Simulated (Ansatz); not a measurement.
# How NaBe (hypothetical, Pm-3m) expands on warming, part 2 of 3

Wanted: α(T), C_P(T) and B(T) of NaBe (hypothetical) in the quasi-harmonic approximation. The compound is hypothetical: it was made by swapping elements on a known structure type.

Ansatz 0.2.0; DFT PBEsol, scalar-relativistic, plane waves, PAW.

So far. Step 2 (Probe on a coarse mesh): The start is under 3.2 GPa at this level and looks like a metal on this mesh. Step 5 (Tight relaxation): The residual pressure is -0.0016 GPa, small enough for phonons.

### 6. The quasi-harmonic study, q-mesh 2×2×2

The study relaxes the crystal at several strains, solves the phonons on some of them and minimises the free energy at each temperature (static energy, vibrations, the electrons in a metal, and PV under a set pressure); the q-mesh sets how far the force constants reach.

input.yaml reads:

```yaml
crystal:
  lattice:
    - [3.3544755195, 0.0, 0.0]
    - [0.0, 3.3544755195, 0.0]
    - [0.0, 0.0, 3.3544755195]
  atoms:
    - { symbol: Be, position: [0.5, 0.5, 0.5] }
    - { symbol: Na, position: [0.0, 0.0, 0.0] }
kpoints:
  mp_grid: { grid: [12, 12, 12] }
hamiltonian:
  xc: pbesol
scf:
  occupations: { method: methfessel_paxton, width: 0.15 }
output:
  eigenvalues: true
phonons:
  method: dfpt
  qmesh: [2, 2, 2]
  temperatures: { t_max: 600.0, t_step: 50 }
  thermal_expansion: {}
```

On the command line:

```
> ansatz run input.yaml --threads 4 --pin off --max-ram 8192MiB --backend cpu --events-out ev --progress --plain --runs-dir out
```

Numbers of over 12 decimals in the logs are rounded to 6 here.

What it wrote:

```text
The last accepted step is kept in <dir> (removed where the run ends without a failure and the disk answers)
Engine: ansatz 0.2.0, x86_64-unknown-linux-gnu
Pseudopotentials: kind: paw
Pseudopotential: Be, paw, valence charge 2, recommended cutoff 420 eV (normal), Be.paw.azcp
Pseudopotential: Na, paw, valence charge 9, recommended cutoff 420 eV (normal), Na.paw.azcp
Functional definition: PBEsol
  exchange = pbesol_x
  correlation = pbesol_c
Crystal: 2 atoms, lattice volume = 37.746 Å³
Basis set: ecut = 487.2 eV, 925 PW (Γ), exchange–correlation on 50×50×50 points (8 copies of the dense FFT grid, shifted against one another)
Bands: 10, of which v1, the nominal top of the filled ones, is band 6 counted from 1 (5 counted from 0)
Symmetry: 48 space group operations
Space group: Pm-3m (ITA 221), of the structure as read, at distance tolerance 3.4e-5 Å
k-points: 84 of 1728
Non-local potential: Be, projectors of the file, l = 0: 2, l = 1: 2, l = 2: 1
Non-local potential: Na, projectors of the file, l = 0: 3, l = 1: 2, l = 2: 1
PAW form: soft (Blöchl's): semilocal exchange-correlation on the pseudo side does not see the compensation charge
PAW frozen core: Be, regenerated for the run's functional, and the local potential with it (the file was generated under x = pbe(κ = 0.804, μ = 0.219515), c = pbe(β = 0.066725))
PAW frozen core: Na, regenerated for the run's functional, and the local potential with it (the file was generated under x = pbe(κ = 0.804, μ = 0.219515), c = pbe(β = 0.066725))
PAW one-centre angular grid: Be, 110 points (default); XC on 64 Gauss nodes
PAW one-centre angular grid: Na, 110 points (default); XC on 64 Gauss nodes
Initial density: superposition of atomic densities (neutral atoms: chi_scale 0, normalization atom), corrected by the library's trained network
Initial wavefunctions: pseudopotential atomic-orbital guess
Functional: x = pbesol(κ = 0.804, μ = 0.123457), c = pbesol(β = 0.046)
SCF iter   1: F=—  HF=-1564.274133 eV  |F-HF|=—  |Δ(HF+E_count)|=         —  Δρ=2.42e-3  dr2=1.27e-3  ethr=1.77e-3  ⟨swp⟩=5.3  Hψ=5446  notcnv=0
preconditioner: auto → none  [metal: Δε(μ)=0.081 eV  Ē_g=7.562 eV  σ=0.150 eV  W_gap=0.44  n_scr=6 (ndim 8)  ℏωp=10.5 eV  f_vac=0.000  D(μ)=0.76/eV (n_scr^D=6)  sad-step TF]
SCF iter   2: F=—  HF=-1564.273099 eV  |F-HF|=—  |Δ(HF+E_count)|=   1.03e-3  S|Δr|=    0.00e0  Δρ=9.81e-4  dr2=3.14e-4  ethr=1.16e-5  ⟨swp⟩=2.0  Hψ=1920  notcnv=0
SCF iter   3: F=—  HF=-1564.273001 eV  |F-HF|=—  |Δ(HF+E_count)|=   9.81e-5  S|Δr|=    0.00e0  Δρ=1.78e-4  dr2=9.21e-6  ethr=2.86e-6  ⟨swp⟩=2.3  Hψ=1224  notcnv=0
SCF iter   4: F=—  HF=-1564.273041 eV  |F-HF|=—  |Δ(HF+E_count)|=   3.95e-5  S|Δr|=    0.00e0  Δρ=4.84e-5  dr2=4.28e-7  ethr=8.37e-8  ⟨swp⟩=2.0  Hψ=1270  notcnv=0
[...]
E_hartree    = 512.449867
  E_xc         = -55.078588
  E_vxc        = -66.717444  (∫ρ·V_xc dr)
  E_paw        = -310.451001  (= ΣΔE_a)
  E_vpaw       = -39.915026  (= ΣTr[D̂ρ^β])
  E_aug_tail   = 0.000023  (compensation charges beyond the density's cutoff)
  E_ewald      = -579.595821
  E_core_change = 0.064225  (= ΣΔE_core)
  E_smearing   = 0.001167  (= −TS)
  E_closure    = -0.000000  (closes the sum)
  Σ components = -1564.273040   (vs F -1564.273040, Δ=0.00e0)
--- Forces (eV/Å), atoms counted from 1 ---
  atom   1  Be     0.00000000    -0.00000000     0.00000000
  atom   2  Na    -0.00000000    -0.00000000    -0.00000000
  max |Σ_I F_I| component: 6.74e-31 eV/Å
--- Stress (GPa, compression-positive) ---
       -0.003566      -0.000000       0.000000
       -0.000000      -0.003566       0.000000
        0.000000       0.000000      -0.003566
  P = ⅓ Tr σ = -0.0036 GPa (-0.036 kbar)
--- Band table (eV; the first three rows and the last of 84) ---
  k-point 0: bands = ["-47.9957", "-20.0715", "-20.0715", "-20.0715", "-2.4308", "7.6341", "7.6341", "7.6341", "10.3630", "10.3630"]
  k-point 1: bands = ["-47.9955", "-20.0761", "-20.0710", "-20.0710", "-2.3457", "6.8689", "7.6836", "7.6836", "10.4554", "11.1148"]
  k-point 2: bands = ["-47.9949", "-20.0886", "-20.0699", "-20.0699", "-2.0919", "5.5212", "7.8256", "7.8256", "10.7325", "12.3118"]
  k-point 83: bands = ["-47.9864", "-20.1192", "-20.1192", "-20.1192", "4.3297", "4.3297", "4.3297", "5.3543", "8.6551", "8.6551"]
── thermal expansion: 3 new cells, 3 in all ──
thermal expansion: relaxation of cell 2
thermal expansion: relaxation of cell 3
── thermal expansion: 2 new cells, 5 in all ──
thermal expansion: relaxation of cell 4
thermal expansion: lower-state search of cell 4
thermal expansion: electrons of cell 4
thermal expansion: phonons of cell 4
WARN: thermal expansion, phonons of cell 4: eigensolver did not converge (k=26): 1 band(s) unlocked after 20 sweeps at ethr=1.00e-12 eV (lowest unlocked band 9, counted from 0; max residual 3.48e-6 eV among the unlocked bands, 3.48e-6 eV over every band)
WARN: thermal expansion: eigensolver_not_converged in the phonons of 1 cell: 4
WARN: thermal expansion: vibrations_at_or_below_zero in the phonons of 1 cell: 4
this run last wrote the structure of step 1 to <dir>
--- Relaxed structure (1 steps of the walk, 1 accepted, 0 SCFs on fresh bases) ---
  F+E_penalty+E_count = -1564.27303982 eV   max|allowed force component| = 4.026e-31 eV/Å
  atoms:
    - { symbol: Be, position: [0.500000, 0.500000, 0.500000] }
    - { symbol: Na, position: [0.0, 0.0, 0.0] }
--- Thermal expansion: 5 cells in 2 rounds, 0 GPa ---
  no lower state was reached at cell 4; its state was not examined: fill_not_monotonic
  not told: vibrations stand at or below zero in cell 4 (1.500 modes a cell, the lowest at -187.0 cm⁻¹): the crystal is at no minimum there, or its k-points are too few: type the crystal that it becomes, another pressure, or a denser kpoints.mp_grid, in a new run
  eigensolver_not_converged in the phonons of 1 cell: 4
  vibrations_at_or_below_zero in the phonons of 1 cell: 4
Error: vibrations stand at or below zero in cell 4 (1.500 modes a cell, the lowest at -187.0 cm⁻¹): the crystal is at no minimum there, or its k-points are too few: type the crystal that it becomes, another pressure, or a denser kpoints.mp_grid, in a new run
[key lines of the parts left out:]
SCF converged after 8 iterations
Free energy (F): -1564.273040 eV
Fermi energy:    3.260738 eV
```

It took 32 s on 4 threads of Intel Xeon Platinum 8375C at 2.90GHz (Ice Lake), shared host; peak memory 0.72 GiB; 1.9 min of CPU time.

The run ended with an error.

The program's message: “vibrations stand at or below zero in cell 4 (1.500 modes a cell, the lowest at -187.0 cm⁻¹): the crystal is at no minimum there, or its k-points are too few: type the crystal that it becomes, another …”

### 7. Phonons on strained cells, q-mesh 4×4×4

The study relaxes the crystal at several strains, solves the phonons on some of them and minimises the free energy at each temperature (static energy, vibrations, the electrons in a metal, and PV under a set pressure); the q-mesh sets how far the force constants reach.

Edit input.yaml of step 6 so:

```diff
@@ -18,3 +18,3 @@
   method: dfpt
-  qmesh: [2, 2, 2]
+  qmesh: [4, 4, 4]
   temperatures: { t_max: 600.0, t_step: 50 }
```

What it wrote:

```text
The last accepted step is kept in <dir> (removed where the run ends without a failure and the disk answers)
Engine: ansatz 0.2.0, x86_64-unknown-linux-gnu
Pseudopotentials: kind: paw
Pseudopotential: Be, paw, valence charge 2, recommended cutoff 420 eV (normal), Be.paw.azcp
Pseudopotential: Na, paw, valence charge 9, recommended cutoff 420 eV (normal), Na.paw.azcp
Functional definition: PBEsol
  exchange = pbesol_x
  correlation = pbesol_c
Crystal: 2 atoms, lattice volume = 37.746 Å³
Basis set: ecut = 487.2 eV, 925 PW (Γ), exchange–correlation on 50×50×50 points (8 copies of the dense FFT grid, shifted against one another)
Bands: 10, of which v1, the nominal top of the filled ones, is band 6 counted from 1 (5 counted from 0)
Symmetry: 48 space group operations
Space group: Pm-3m (ITA 221), of the structure as read, at distance tolerance 3.4e-5 Å
k-points: 84 of 1728
Non-local potential: Be, projectors of the file, l = 0: 2, l = 1: 2, l = 2: 1
Non-local potential: Na, projectors of the file, l = 0: 3, l = 1: 2, l = 2: 1
PAW form: soft (Blöchl's): semilocal exchange-correlation on the pseudo side does not see the compensation charge
PAW frozen core: Be, regenerated for the run's functional, and the local potential with it (the file was generated under x = pbe(κ = 0.804, μ = 0.219515), c = pbe(β = 0.066725))
PAW frozen core: Na, regenerated for the run's functional, and the local potential with it (the file was generated under x = pbe(κ = 0.804, μ = 0.219515), c = pbe(β = 0.066725))
PAW one-centre angular grid: Be, 110 points (default); XC on 64 Gauss nodes
PAW one-centre angular grid: Na, 110 points (default); XC on 64 Gauss nodes
Initial density: superposition of atomic densities (neutral atoms: chi_scale 0, normalization atom), corrected by the library's trained network
Initial wavefunctions: pseudopotential atomic-orbital guess
Functional: x = pbesol(κ = 0.804, μ = 0.123457), c = pbesol(β = 0.046)
SCF iter   1: F=—  HF=-1564.274133 eV  |F-HF|=—  |Δ(HF+E_count)|=         —  Δρ=2.42e-3  dr2=1.27e-3  ethr=1.77e-3  ⟨swp⟩=5.3  Hψ=5446  notcnv=0
preconditioner: auto → none  [metal: Δε(μ)=0.081 eV  Ē_g=7.562 eV  σ=0.150 eV  W_gap=0.44  n_scr=6 (ndim 8)  ℏωp=10.5 eV  f_vac=0.000  D(μ)=0.76/eV (n_scr^D=6)  sad-step TF]
SCF iter   2: F=—  HF=-1564.273099 eV  |F-HF|=—  |Δ(HF+E_count)|=   1.03e-3  S|Δr|=    0.00e0  Δρ=9.81e-4  dr2=3.14e-4  ethr=1.16e-5  ⟨swp⟩=2.0  Hψ=1920  notcnv=0
SCF iter   3: F=—  HF=-1564.273001 eV  |F-HF|=—  |Δ(HF+E_count)|=   9.81e-5  S|Δr|=    0.00e0  Δρ=1.78e-4  dr2=9.21e-6  ethr=2.86e-6  ⟨swp⟩=2.3  Hψ=1224  notcnv=0
SCF iter   4: F=—  HF=-1564.273041 eV  |F-HF|=—  |Δ(HF+E_count)|=   3.95e-5  S|Δr|=    0.00e0  Δρ=4.84e-5  dr2=4.28e-7  ethr=8.37e-8  ⟨swp⟩=2.0  Hψ=1270  notcnv=0
[...]
E_hartree    = 512.449867
  E_xc         = -55.078588
  E_vxc        = -66.717444  (∫ρ·V_xc dr)
  E_paw        = -310.451001  (= ΣΔE_a)
  E_vpaw       = -39.915026  (= ΣTr[D̂ρ^β])
  E_aug_tail   = 0.000023  (compensation charges beyond the density's cutoff)
  E_ewald      = -579.595821
  E_core_change = 0.064225  (= ΣΔE_core)
  E_smearing   = 0.001167  (= −TS)
  E_closure    = -0.000000  (closes the sum)
  Σ components = -1564.273040   (vs F -1564.273040, Δ=0.00e0)
--- Forces (eV/Å), atoms counted from 1 ---
  atom   1  Be     0.00000000    -0.00000000     0.00000000
  atom   2  Na    -0.00000000    -0.00000000    -0.00000000
  max |Σ_I F_I| component: 6.74e-31 eV/Å
--- Stress (GPa, compression-positive) ---
       -0.003566      -0.000000       0.000000
       -0.000000      -0.003566       0.000000
        0.000000       0.000000      -0.003566
  P = ⅓ Tr σ = -0.0036 GPa (-0.036 kbar)
--- Band table (eV; the first three rows and the last of 84) ---
  k-point 0: bands = ["-47.9957", "-20.0715", "-20.0715", "-20.0715", "-2.4308", "7.6341", "7.6341", "7.6341", "10.3630", "10.3630"]
  k-point 1: bands = ["-47.9955", "-20.0761", "-20.0710", "-20.0710", "-2.3457", "6.8689", "7.6836", "7.6836", "10.4554", "11.1148"]
  k-point 2: bands = ["-47.9949", "-20.0886", "-20.0699", "-20.0699", "-2.0919", "5.5212", "7.8256", "7.8256", "10.7325", "12.3118"]
  k-point 83: bands = ["-47.9864", "-20.1192", "-20.1192", "-20.1192", "4.3297", "4.3297", "4.3297", "5.3543", "8.6551", "8.6551"]
── thermal expansion: 3 new cells, 3 in all ──
thermal expansion: relaxation of cell 2
thermal expansion: relaxation of cell 3
── thermal expansion: 2 new cells, 5 in all ──
thermal expansion: relaxation of cell 4
thermal expansion: lower-state search of cell 4
thermal expansion: electrons of cell 4
thermal expansion: phonons of cell 4
WARN: thermal expansion, phonons of cell 4: eigensolver did not converge (k=26): 1 band(s) unlocked after 20 sweeps at ethr=1.00e-12 eV (lowest unlocked band 9, counted from 0; max residual 3.48e-6 eV among the unlocked bands, 3.48e-6 eV over every band)
WARN: thermal expansion: eigensolver_not_converged in the phonons of 1 cell: 4
WARN: thermal expansion: vibrations_at_or_below_zero in the phonons of 1 cell: 4
this run last wrote the structure of step 1 to <dir>
--- Relaxed structure (1 steps of the walk, 1 accepted, 0 SCFs on fresh bases) ---
  F+E_penalty+E_count = -1564.27303982 eV   max|allowed force component| = 4.026e-31 eV/Å
  atoms:
    - { symbol: Be, position: [0.500000, 0.500000, 0.500000] }
    - { symbol: Na, position: [0.0, 0.0, 0.0] }
--- Thermal expansion: 5 cells in 2 rounds, 0 GPa ---
  no lower state was reached at cell 4; its state was not examined: fill_not_monotonic
  not told: vibrations stand at or below zero in cell 4 (0.938 modes a cell, the lowest at -187.0 cm⁻¹): the crystal is at no minimum there, or its k-points are too few: type the crystal that it becomes, another pressure, or a denser kpoints.mp_grid, in a new run
  eigensolver_not_converged in the phonons of 1 cell: 4
  vibrations_at_or_below_zero in the phonons of 1 cell: 4
Error: vibrations stand at or below zero in cell 4 (0.938 modes a cell, the lowest at -187.0 cm⁻¹): the crystal is at no minimum there, or its k-points are too few: type the crystal that it becomes, another pressure, or a denser kpoints.mp_grid, in a new run
[key lines of the parts left out:]
SCF converged after 8 iterations
Free energy (F): -1564.273040 eV
Fermi energy:    3.260738 eV
```

The job ended after 2.4 min (4 threads; peak memory 1.2 GiB; 9.3 min of CPU time).

The run ended with an error.

The program's message: “vibrations stand at or below zero in cell 4 (0.938 modes a cell, the lowest at -187.0 cm⁻¹): the crystal is at no minimum there, or its k-points are too few: type the crystal that it becomes, another …”

(Continued in part 3 of 3.)

[Logs are printed without paths, hosts, clocks, repeated set-up lines and the standing remarks that a program may print on its own settings, such as how far it seeks lower states.]

[Hosts, paths, dates, database ids (printed as entryN), source tags and the programs' standing remarks are cut or masked in the printed files.]

[A step with changed settings may run another functional than the one named; its input shows which.]

[Pressures of single members of a volume series are the stress at the run's cutoff; with an incomplete basis they can lie off −dE/dV of the same runs, and they are not shown converged.]
